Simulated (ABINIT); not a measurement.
Records of electronic-structure calculations.

Quasiparticle gap of NaF (Villiaumite) in ABINIT. The structure is cubic, space group Fm-3m (No. 225). The conventional cell has a = 4.640 Å, b = 4.640 Å, c = 4.640 Å, α = 90.00°, β = 90.00°, γ = 90.00°. Na has 6 F at 2.32 Å nearest. Nearest to F lie 6 Na at 2.32 Å. Farther neighbours, and contacts between anions beyond the nearest, are not listed. The calculation used RPA screening on PBEsol, plane waves, norm-conserving pseudopotentials (and 2 further levels or steps) in ABINIT 10.8.3, with cutoff 38 Ha, PseudoDojo scalar-relativistic 0.4.1 standard, norm-conserving, ngkpt (4, 4, 4), nband 38, ecuteps 4.8 Ha, inclvkb 2, shiftk (0, 0, 0), symchi 1, awtr 1, frequency ppm, 4×4×4 k-mesh. The PBEsol gap is 6.18 eV, direct. The G0W0 gap on the mesh is 10.47 eV and the GW settings are 4×4×4 mesh, 38 bands, screening to 130.6 eV, Godby-Needs plasmon pole. The known limits are short of the basis limit; coarse k mesh. It took 5 runs, 22 s in all on 4 MPI ranks of Arm Neoverse V2, shared host. G0W0 moves the gap on the mesh from 6.18 eV to 10.47 eV (+4.29 eV), with Z of 0.82 and 0.91 at the edges. Local fields lower the RPA ε∞ on this mesh from 1.90 to 1.81; a Γ-centred mesh this coarse tends to raise both, most where the direct gap is narrow, while a short band sum lowers them. The cell and positions come from the Crystallography Open Database and are kept as given unless a step says otherwise. The 4×4×4 mesh is coarse for this cell, which bears on the long-range parts of exchange and screening.

[Paths, hosts, dates, memory and timing lines, banners, echoed tables and standing remarks are left out of the program output; an Ansatz launch command may be rebuilt from the run's recorded settings. Measured values are a selection of at most five: reports struck by readers or far from the other reports are left out. None is set beside runs whose start may be inverted or whose files or cutoffs have a known fault.]

[Runs of the session that timed out or met a known fault of the program may be left out.]

[Hosts, paths, dates, database ids (printed as entryN), source tags and the programs' standing remarks are cut or masked in the printed files.]

[G0W0 gaps are taken among the corrected bands and points alone; a level outside them can change the order at an edge.]

[Where Ansatz stands beside ABINIT at settings called matched, ABINIT's density can come from a denser mesh and the files from another edition; pairs whose starting gaps differed by over 0.03 eV were left out, so agreement reads better than it is.]
